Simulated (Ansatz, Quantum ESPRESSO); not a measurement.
# BaHF (P-6m2): Raman and infrared activity, part 3 of 4

Aim: Raman and infrared lines of BaHF (P-6m2).

Quantum ESPRESSO 8.0 development, patched; DFT LDA, scalar-relativistic, plane waves, PseudoDojo norm-conserving pseudopotentials.

So far, highest mode moved by the LO-TO term (cm⁻¹): step 9 (modes along a direction of q (1 0 0)) 657. The relaxed cell has a = 4.210, c = 3.862 Å (conventional setting).

The structure was built from a prototype and need not be the compound's stable phase.

## Step 10: The LO-TO splitting (0 0 1)

Contents of dynmat.in:

```
&INPUT
  fildyn = 'g.dyn'
  asr    = 'crystal'
  fileig = 'dynmat.eig'
  q(1)   = 0.0
  q(2)   = 0.0
  q(3)   = 1.0
/
```

Started as:

```bash
> dynmat.x -in dynmat.in > dynmat.out
```

The program printed:

```text
[banner, memory and clock lines left out]
Program DYNMAT v.8.0dev

     Reading Dynamical Matrix from file g.dyn
     ...Force constants read
     ...epsilon and Z* read
     ...Raman cross sections read
     Acoustic Sum Rule: || Z*(ASR) - Z*(orig)|| =    2.477542E-03
     Acoustic Sum Rule: ||dyn(ASR) - dyn(orig)||=    1.360334E-05

     Polarizability (A^3 units)
     multiply by 0.546637 for Clausius-Mossotti correction (not under assume_isolated = 'mt')
        12.168705    0.000000    0.000000
         0.000000   12.168705   -0.000000
         0.000000   -0.000000   10.873113

     IR activities are in (D/A)^2/amu units
     Raman activities are in A^4/amu units
     multiply Raman by 0.089289 for Clausius-Mossotti correction (not under assume_isolated = 'mt')

# mode   [cm-1]    [THz]      IR          Raman   depol.fact
    1     -0.00   -0.0000    0.0000         0.0000    0.7500
    2     -0.00   -0.0000    0.0000         0.0000    0.7500
    3      0.00    0.0000    0.0000         0.0000    0.7500
    4    140.83    4.2219    0.6306         0.0000    0.7500
    5    297.94    8.9319   19.3145        29.2549    0.7500
    6    297.94    8.9319   19.3145        29.2549    0.7500
    7    432.44   12.9641   10.6039       191.8888    0.7500
    8    432.44   12.9641   10.6039       191.8888    0.7500
    9    708.31   21.2345   25.9389         0.0000    0.2566

[end of the log left out, with the tail of the file of modes that dynmat.x writes under the same name]
```

Elapsed: 0.57 s, on 1 thread of Intel Xeon Platinum 8559C (Emerald Rapids), shared host.

Read from the output:

```
highest mode moved by the LO-TO term : 708.3 cm⁻¹
```

Zone-centre frequencies as printed; negative means imaginary. Modes:

```
mode  frequency (cm⁻¹)
   1                 0
   2                 0
   3                 0
   4             140.8
   5             297.9
   6             297.9
   7             432.4
   8             432.4
   9             708.3
```

The field moves 2 modes; the highest of them now lies at 708 cm⁻¹, where the highest that moved away lay at 478.

## Step 11: Modes along a direction of q (1 1 1)

Contents of dynmat.in:

```
&INPUT
  fildyn = 'g.dyn'
  asr    = 'crystal'
  fileig = 'dynmat.eig'
  q(1)   = 1.0
  q(2)   = 1.0
  q(3)   = 1.0
/
```

Started as:

```bash
> dynmat.x -in dynmat.in > dynmat.out
```

The program printed:

```text
[banners, grids, parts of the stress and lines that vanish by symmetry left out]
[banner, memory and clock lines left out]
Program DYNMAT v.8.0dev

     Reading Dynamical Matrix from file g.dyn
     ...Force constants read
     ...epsilon and Z* read
     ...Raman cross sections read
     Acoustic Sum Rule: || Z*(ASR) - Z*(orig)|| =    2.477542E-03
     Acoustic Sum Rule: ||dyn(ASR) - dyn(orig)||=    1.360334E-05

     Polarizability (A^3 units)
     multiply by 0.546637 for Clausius-Mossotti correction (not under assume_isolated = 'mt')
        12.168705    0.000000    0.000000
         0.000000   12.168705   -0.000000
         0.000000   -0.000000   10.873113

     IR activities are in (D/A)^2/amu units
     Raman activities are in A^4/amu units
     multiply Raman by 0.089289 for Clausius-Mossotti correction (not under assume_isolated = 'mt')

# mode   [cm-1]    [THz]      IR          Raman   depol.fact
    1     -0.00   -0.0000    0.0000         0.0000    0.7500
    2     -0.00   -0.0000    0.0000         0.0000    0.7500
[...]
8    455.15   13.6451   19.8943       110.9417    0.7500
    9    677.31   20.3051   27.7114       103.4866    0.7500

[end of the log left out, with the tail of the file of modes that dynmat.x writes under the same name]
```

It took 0.55 s on 1 thread.

This step gave:

* highest mode moved by the LO-TO term: 677.3 cm⁻¹

Zone-centre frequencies as printed; negative means imaginary. Modes:

```
mode  frequency (cm⁻¹)
   1                 0
   2                 0
   3                 0
   4             85.08
   5             297.9
   6             363.3
   7             432.4
   8             455.1
   9             677.3
```

The field moves 4 modes; the highest of them now lies at 677 cm⁻¹, where the highest that moved away lay at 478.

## Step 12: The same in Ansatz

The same cell goes through another code at the same cutoff. The files are of one family, but Ansatz's library holds files of its own making for some heavy elements, so those for Ba may differ. Its k mesh is centred on Γ.

This step: DFT LDA, scalar-relativistic, plane waves, norm-conserving pseudopotentials of its library (PseudoDojo's, some remade) (Ansatz 0.2.0).

Contents of input.yaml:

```yaml
crystal:
  lattice:
    - [4.2100155629, 0.0, 0.0]
    - [-2.1050077817, 3.6459804277, 0.0]
    - [0.0, 0.0, 3.861843939]
  atoms:
    - { symbol: Ba, position: [0.0, 0.0, 0.1666666667] }
    - { symbol: F, position: [0.3333333333, 0.6666666667, 0.1666666667] }
    - { symbol: H, position: [0.6666666667, 0.3333333333, 0.6666666667] }
kpoints:
  mp_grid: { grid: [10, 10, 4] }
hamiltonian:
  xc: lda
  pseudopotentials: { kind: nc, accuracy: standard }
scf:
  occupations: { method: fixed }
output:
  eigenvalues: true
basis:
  ecutwfc: 1142.878
phonons:
  method: dfpt
  dielectric: true
  rigid_motions: translations
  raman: true
```

Started as:

```bash
> ansatz run input.yaml --threads 4 --pin off --max-ram 16384MiB --backend cpu --events-out ev --progress --plain --runs-dir out
```

The program printed:

```text
Warning: basis.ecutwfc = 1142.878 eV is below the records' recommended 1142.878222 eV, and the density's cutoff is lower with it unless basis.ecutrho_ratio is high enough to keep the records' density cutoff: compare with a run at a higher cutoff
Engine: ansatz 0.2.0, x86_64-unknown-linux-gnu
Pseudopotentials: kind: nc
Pseudopotential: Ba, nc, valence charge 10, recommended cutoff 770 eV (normal), Ba.nc.azcp (PseudoDojo's, or run here from an input of PseudoDojo's; its table is named by hamiltonian.pseudopotentials.accuracy)
Pseudopotential: F, nc, valence charge 7, recommended cutoff 1142.878222 eV (normal), F.nc.azcp (PseudoDojo's, or run here from an input of PseudoDojo's; its table is named by hamiltonian.pseudopotentials.accuracy)
Pseudopotential: H, nc, valence charge 1, recommended cutoff 1006.821291 eV (normal), H.nc.azcp (PseudoDojo's, or run here from an input of PseudoDojo's; its table is named by hamiltonian.pseudopotentials.accuracy)
Functional definition: SPW92
  exchange = slater_x
  correlation = pw_c
Crystal: 3 atoms, lattice volume = 59.278 Å³
Basis set: ecut = 1142.878 eV, 5235 PW (Γ), exchange–correlation on 96×96×90 points (8 copies of the dense FFT grid, shifted against one another)
Bands: 13, of which v1, the nominal top of the filled ones, is band 9 counted from 1 (8 counted from 0)
Symmetry: 12 space group operations
k-points: 117 of 400 (irreducible under 2 space group operations, time reversal used)
Non-local potential: Ba, projectors of the file, l = 0: 2, l = 1: 2, l = 2: 2, l = 3: 2
Non-local potential: F, projectors of the file, l = 0: 2, l = 1: 2, l = 2: 1
Non-local potential: H, projectors of the file, l = 0: 2, l = 1: 1
Initial density: superposition of atomic densities (chi_scale 0.1, normalization cell, long waves kept (reshape's long-wave potential 0.00 eV rms))
Initial wavefunctions: pseudopotential atomic-orbital guess
Functional: x = slater, c = lda
SCF iter   1: F=—  HF=-1457.893500 eV  |F-HF|=—  |Δ(HF+E_count)|=         —  Δρ=2.19e-1  dr2=2.74e1  ethr=3.10e-3  ⟨swp⟩=8.5  Hψ=11754  notcnv=0  defer=253
preconditioner: auto → none  [insulator: Δε(μ)=0.281 eV  Ē_g=11.990 eV  n_scr=8 (ndim 8)  ℏωp=19.3 eV  f_vac=0.000  ε∞_Penn≈3.6]
SCF iter   2: F=—  HF=-1456.882490 eV  |F-HF|=—  |Δ(HF+E_count)|=    1.01e0  Δρ=1.86e-1  dr2=1.34e1  ethr=3.10e-3  ⟨swp⟩=6.4  Hψ=7098  notcnv=0  defer=201
SCF iter   3: F=—  HF=-1452.455171 eV  |F-HF|=—  |Δ(HF+E_count)|=    4.43e0  Δρ=4.22e-2  dr2=8.51e-1  ethr=3.10e-3  ⟨swp⟩=4.5  Hψ=4869  notcnv=0  defer=222
SCF iter   4: F=—  HF=-1452.255102 eV  |F-HF|=—  |Δ(HF+E_count)|=   2.00e-1  Δρ=1.79e-2  dr2=1.40e-1  ethr=3.10e-3  ⟨swp⟩=2.2  Hψ=3712  notcnv=0  defer=204
SCF iter   5: F=—  HF=-1452.221202 eV  |F-HF|=—  |Δ(HF+E_count)|=   3.39e-2  Δρ=2.47e-3  dr2=3.37e-3  ethr=7.75e-4  ⟨swp⟩=2.0  Hψ=3134  notcnv=0  defer=224
SCF iter   6: F=—  HF=-1452.220537 eV  |F-HF|=—  |Δ(HF+E_count)|=   6.65e-4  Δρ=1.28e-3  dr2=8.24e-4  ethr=1.87e-5  ⟨swp⟩=3.8  Hψ=3043  notcnv=0  defer=231
SCF iter   7: F=—  HF=-1452.220323 eV  |F-HF|=—  |Δ(HF+E_count)|=   2.14e-4  Δρ=4.39e-4  dr2=1.07e-4  ethr=4.58e-6  ⟨swp⟩=2.1  Hψ=1942  notcnv=0  defer=231
SCF iter   8: F=—  HF=-1452.220286 eV  |F-HF|=—  |Δ(HF+E_count)|=   3.68e-5  Δρ=2.79e-5  dr2=4.95e-7  ethr=5.92e-7  ⟨swp⟩=2.1  Hψ=2154  notcnv=0  defer=231
SCF iter   9: F=—  HF=-1452.220330 eV  |F-HF|=—  |Δ(HF+E_count)|=   4.42e-5  Δρ=3.49e-5  dr2=5.50e-7  ethr=2.75e-9  ⟨swp⟩=3.1  Hψ=2993  notcnv=0  defer=231
SCF iter  10: F=—  HF=-1452.220330 eV  |F-HF|=—  |Δ(HF+E_count)|=   1.47e-7  Δρ=7.53e-6  dr2=2.57e-8  ethr=2.75e-9  ⟨swp⟩=2.0  Hψ=2365  notcnv=0  defer=231
SCF iter  11: F=—  HF=-1452.220330 eV  |F-HF|=—  |Δ(HF+E_count)|=   5.95e-9  Δρ=1.03e-6  dr2=4.72e-10  ethr=1.43e-10  ⟨swp⟩=2.0  Hψ=2346  notcnv=0  defer=231
SCF iter  12: F=-1452.220330 eV  HF=-1452.220330 eV  |F-HF|=1.41e-11  |Δ(HF+E_count)|=  9.64e-11  Δρ=1.92e-7  dr2=1.55e-11  ethr=1.00e-12  ⟨swp⟩=25.5  Hψ=23821  notcnv=0
SCF 1 converged in 12 iterations: F = -1452.220330 eV  dr2 = 1.55e-11
NSCF: frozen V_eff on 2 k-points
DFPT response loops at Γ: preconditioner auto → none (the input reference at scf.mixing.eps_inf says where Resta's filter doesn't serve); β = 0.50; Broyden in place of MSR1
── the response to a field inside a basis, on 10×10×10 k-points: an SCF that follows is theirs, and a resumed run solves both again ──
Bands: 10, of which v1, the nominal top of the filled ones, is band 9 counted from 1 (8 counted from 0)
k-points: 150 of 1000 (irreducible under 4 space group operations, time reversal used)
Initial density: handed on by an earlier stage of this run
Initial wavefunctions: pseudopotential atomic-orbital guess (no wavefunctions were taken with the density)
Eigensolver: Dense (150 Hₖ)
SCF iter   1: F=—  HF=-1452.218178 eV  |F-HF|=—  |Δ(HF+E_count)|=         —  Δρ=1.00e-4  dr2=8.41e-7  ethr=1.00e-1
preconditioner: auto → none  [insulator: Δε(μ)=2.601 eV  Ē_g=10.619 eV  n_scr=8 (ndim 8)  ℏωp=18.0 eV  f_vac=0.009  ε∞_Penn≈3.9]
SCF iter   2: F=—  HF=-1452.218179 eV  |F-HF|=—  |Δ(HF+E_count)|=   9.87e-7  Δρ=5.02e-5  dr2=1.85e-7  ethr=4.67e-9
SCF iter   3: F=—  HF=-1452.218180 eV  |F-HF|=—  |Δ(HF+E_count)|=   3.65e-7  Δρ=1.13e-5  dr2=4.55e-8  ethr=1.03e-9
SCF iter   4: F=—  HF=-1452.218180 eV  |F-HF|=—  |Δ(HF+E_count)|=   1.02e-8  Δρ=2.44e-6  dr2=1.42e-9  ethr=2.53e-10
SCF iter   5: F=-1452.218180 eV  HF=-1452.218180 eV  |F-HF|=2.05e-12  |Δ(HF+E_count)|=  1.34e-10  Δρ=2.90e-7  dr2=1.75e-11  ethr=7.88e-12
SCF 1 converged in 5 iterations: F = -1452.218180 eV  dr2 = 1.75e-11
DFPT response loops at Γ: mixed as the last ones told, above
DFPT response loops at Γ: mixed as the last ones told, above
WARN: field response: ε∞ stands inside a basis, on 10×10×10 points; the force constants stand on the 10×10×4 k-mesh, whose period is 11.63 times the interband length at k = (0.0000, 0.0000, -0.5000), direct gap 3.664 eV, under 14: take them and everything formed from them as unconverged, and compare with a denser kpoints.mp_grid
SCF converged after 12 iterations
Free energy (F): -1452.220330 eV
Harris-Foulkes:  -1452.220330 eV  (|F-HF|=1.41e-11)
Internal energy: -1452.220330 eV  (E = F + TS)
E sigma→0 (E₀):  -1452.220330 eV
Fermi energy:    5.165879 eV
--- Per-component energies (eV) ---
  E_band       = -101.459833
  E_kinetic    = 633.370823
  E_local      = -1235.622753  (includes V_loc(G=0)·N_el)
  E_nonlocal   = 31.920034
  E_hartree    = 395.497128
  E_xc         = -335.782052
  E_vxc        = -322.122081  (∫ρ·V_xc dr)
  E_ewald      = -941.603511
  E_smearing   = -0.000000  (= −TS)
  E_closure    = -0.000000  (closes the sum)
  Σ components = -1452.220330   (vs F -1452.220330, Δ=0.00e0)
--- Band table (eV; the first three rows and the last of 117) ---
  k-point 0: bands = [... 5 lower, 0.4624, 0.4624, 1.2167, 3.2610, 8.2944, 12.0867, 12.0867, 12.7361]
  k-point 1: bands = [... 5 lower, 0.4902, 0.4902, 1.0423, 4.1652, 9.3204, 11.0777, 11.0777, 11.4701]
  k-point 2: bands = [... 5 lower, 0.5183, 0.5183, 0.8983, 5.1659, 8.8303, 10.2035, 10.2035, 12.9859]
  k-point 116: bands = [... 5 lower, 0.4188, 0.7605, 1.5263, 4.4207, 9.2068, 9.5886, 9.9744, 12.3091]
--- Phonons (Γ-DFPT): 6 representative perturbations + reference, on 117 of 400 k-points (Σ response iterations 18) ---
  k mesh reduced under 2 symmetry operations, with k and −k counted as one. Each operation leaves every solved perturbation unchanged. A smaller set is not considered because the run solves the response to a homogeneous field
  ASR residual: 6.887e-4 → 0.000e0 eV/Å²; symmetrization residual: 1.571e-6 eV/Å²
  ASR residual per site (eV/Å²): 3.37e-5 6.89e-4 1.43e-6
  Γ frequencies (cm⁻¹): 0.00 0.00 0.00 72.37 283.83 283.83 426.90 426.90 464.83
  ε∞ (high-frequency dielectric tensor):
        3.553953    -0.000000     0.000000
       -0.000000     3.553953     0.000000
        0.000000     0.000000     3.337128
  ε⁰ (static dielectric tensor: ions relaxed, cell fixed):
       14.033141    -0.000000     0.000000
       -0.000000    14.033141     0.000000
        0.000000     0.000000    30.509002
  ε⁰ − ε∞ (ionic part):
       10.479188    -0.000000     0.000000
       -0.000000    10.479188     0.000000
        0.000000     0.000000    27.171874
  softest optical mode at Γ: 72.37 cm⁻¹; the repairs (sum rule, projections) moved no ω² at Γ by more than (3.70 cm⁻¹)²
  Born effective charges Z* (e; rows j = field, columns β = displacement):
    site 0:
         2.90423   -0.00000    0.00000
        -0.00000    2.90423    0.00000
         0.00000    0.00000    1.85170
    site 1:
        -1.87597    0.00000    0.00000
         0.00000   -1.87597    0.00000
         0.00000    0.00000   -0.79726
    site 2:
        -1.02826    0.00000    0.00000
         0.00000   -1.02826    0.00000
         0.00000    0.00000   -1.05444
  Z* charge neutrality: 1.990e-4 e pre-enforcement
  solved inside a basis spanned on kpoints, on 10×10×10 k-points: ε∞ is read to err by 8.1e-3, Z* by 1.1e-2 e (field_mesh: kpoints solves on kpoints); Z* is corrected for what the basis lacks
  Raman tensors (in the event stream and the table raman_tensors.tsv): an entry may err by 1.5e-3 Å², one of the second-order susceptibility by 1.1e-2 pm/V (basis, points and sum rule); their sum over the sites missed zero by 7.042e-5 Å² ahead of its enforcement
  optical modes at Γ without the LO–TO term, one row a degenerate level:
      ω (cm⁻¹)  modes    IR ((D/Å)²/amu)  static Raman (Å⁴/amu)  depolarisation
         72.37      1             3.3882                 0.0000               —
        283.83      2            36.7403                39.4043           0.750
        426.90      2            23.0396               342.9221           0.750
        464.83      1            23.4070                 0.0000               —
  optical modes at Γ + LO–TO along q̂ = [1.0000, 0.0000, 0.0000]:
      ω (cm⁻¹)  modes    IR ((D/Å)²/amu)  static Raman (Å⁴/amu)  depolarisation
         72.37      1             3.3882                 0.0000               —
        283.83      1            18.3702                19.7022           0.750
        366.80      1             0.8584                49.2134           0.750
        426.90      1            11.5198               171.4611           0.750
        464.83      1            23.4070                 0.0000               —
        656.40      1            29.0316                12.3712           0.750
  optical modes at Γ + LO–TO along q̂ = [0.0000, 1.0000, 0.0000]:
      ω (cm⁻¹)  modes    IR ((D/Å)²/amu)  static Raman (Å⁴/amu)  depolarisation
         72.37      1             3.3882                 0.0000               —
        283.83      1            18.3702                19.7022           0.750
        366.80      1             0.8584                49.2134           0.750
        426.90      1            11.5198               171.4611           0.750
        464.83      1            23.4070                 0.0000               —
        656.40      1            29.0316                12.3712           0.750
  optical modes at Γ + LO–TO along q̂ = [0.0000, 0.0000, 1.0000]:
      ω (cm⁻¹)  modes    IR ((D/Å)²/amu)  static Raman (Å⁴/amu)  depolarisation
        145.45      1             0.6151                 0.0000               —
        283.83      2            36.7403                39.4043           0.750
        426.90      2            23.0396               342.9221           0.750
        699.32      1            26.1801                 0.0000               —
```

It took 2.6 min on 4 threads; peak memory 2.1 GiB.

This step gave:

- gap on the k-mesh: 2.454 eV
- sum-rule residual before enforcement: 6.89e-4 eV/Å²
- miss of the charge sum rule: 1.99e-4 e
- estimated error of the dielectric tensor: 0.008144
- estimated error of the Born charges: 0.01065 e
- highest optical zone-centre mode (no LO-TO term): 464.8 cm⁻¹
- lowest optical zone-centre mode: 72.37 cm⁻¹
- mean high-frequency dielectric constant: 3.482
- largest Born charge in size (third of the trace): 2.553 e
- mean static dielectric constant: 19.53
- highest mode moved by the LO-TO term: 699.3 cm⁻¹

(Part 3 of 4 ends here.)

[Host names and launcher messages were left out of these logs when they were recorded.]

[Logs are printed without paths, hosts, clocks, repeated set-up lines and the standing remarks that a program may print on its own settings, such as how far it seeks lower states.]

[Hosts, paths, dates, database ids (printed as entryN), source tags and the programs' standing remarks are cut or masked in the printed files.]
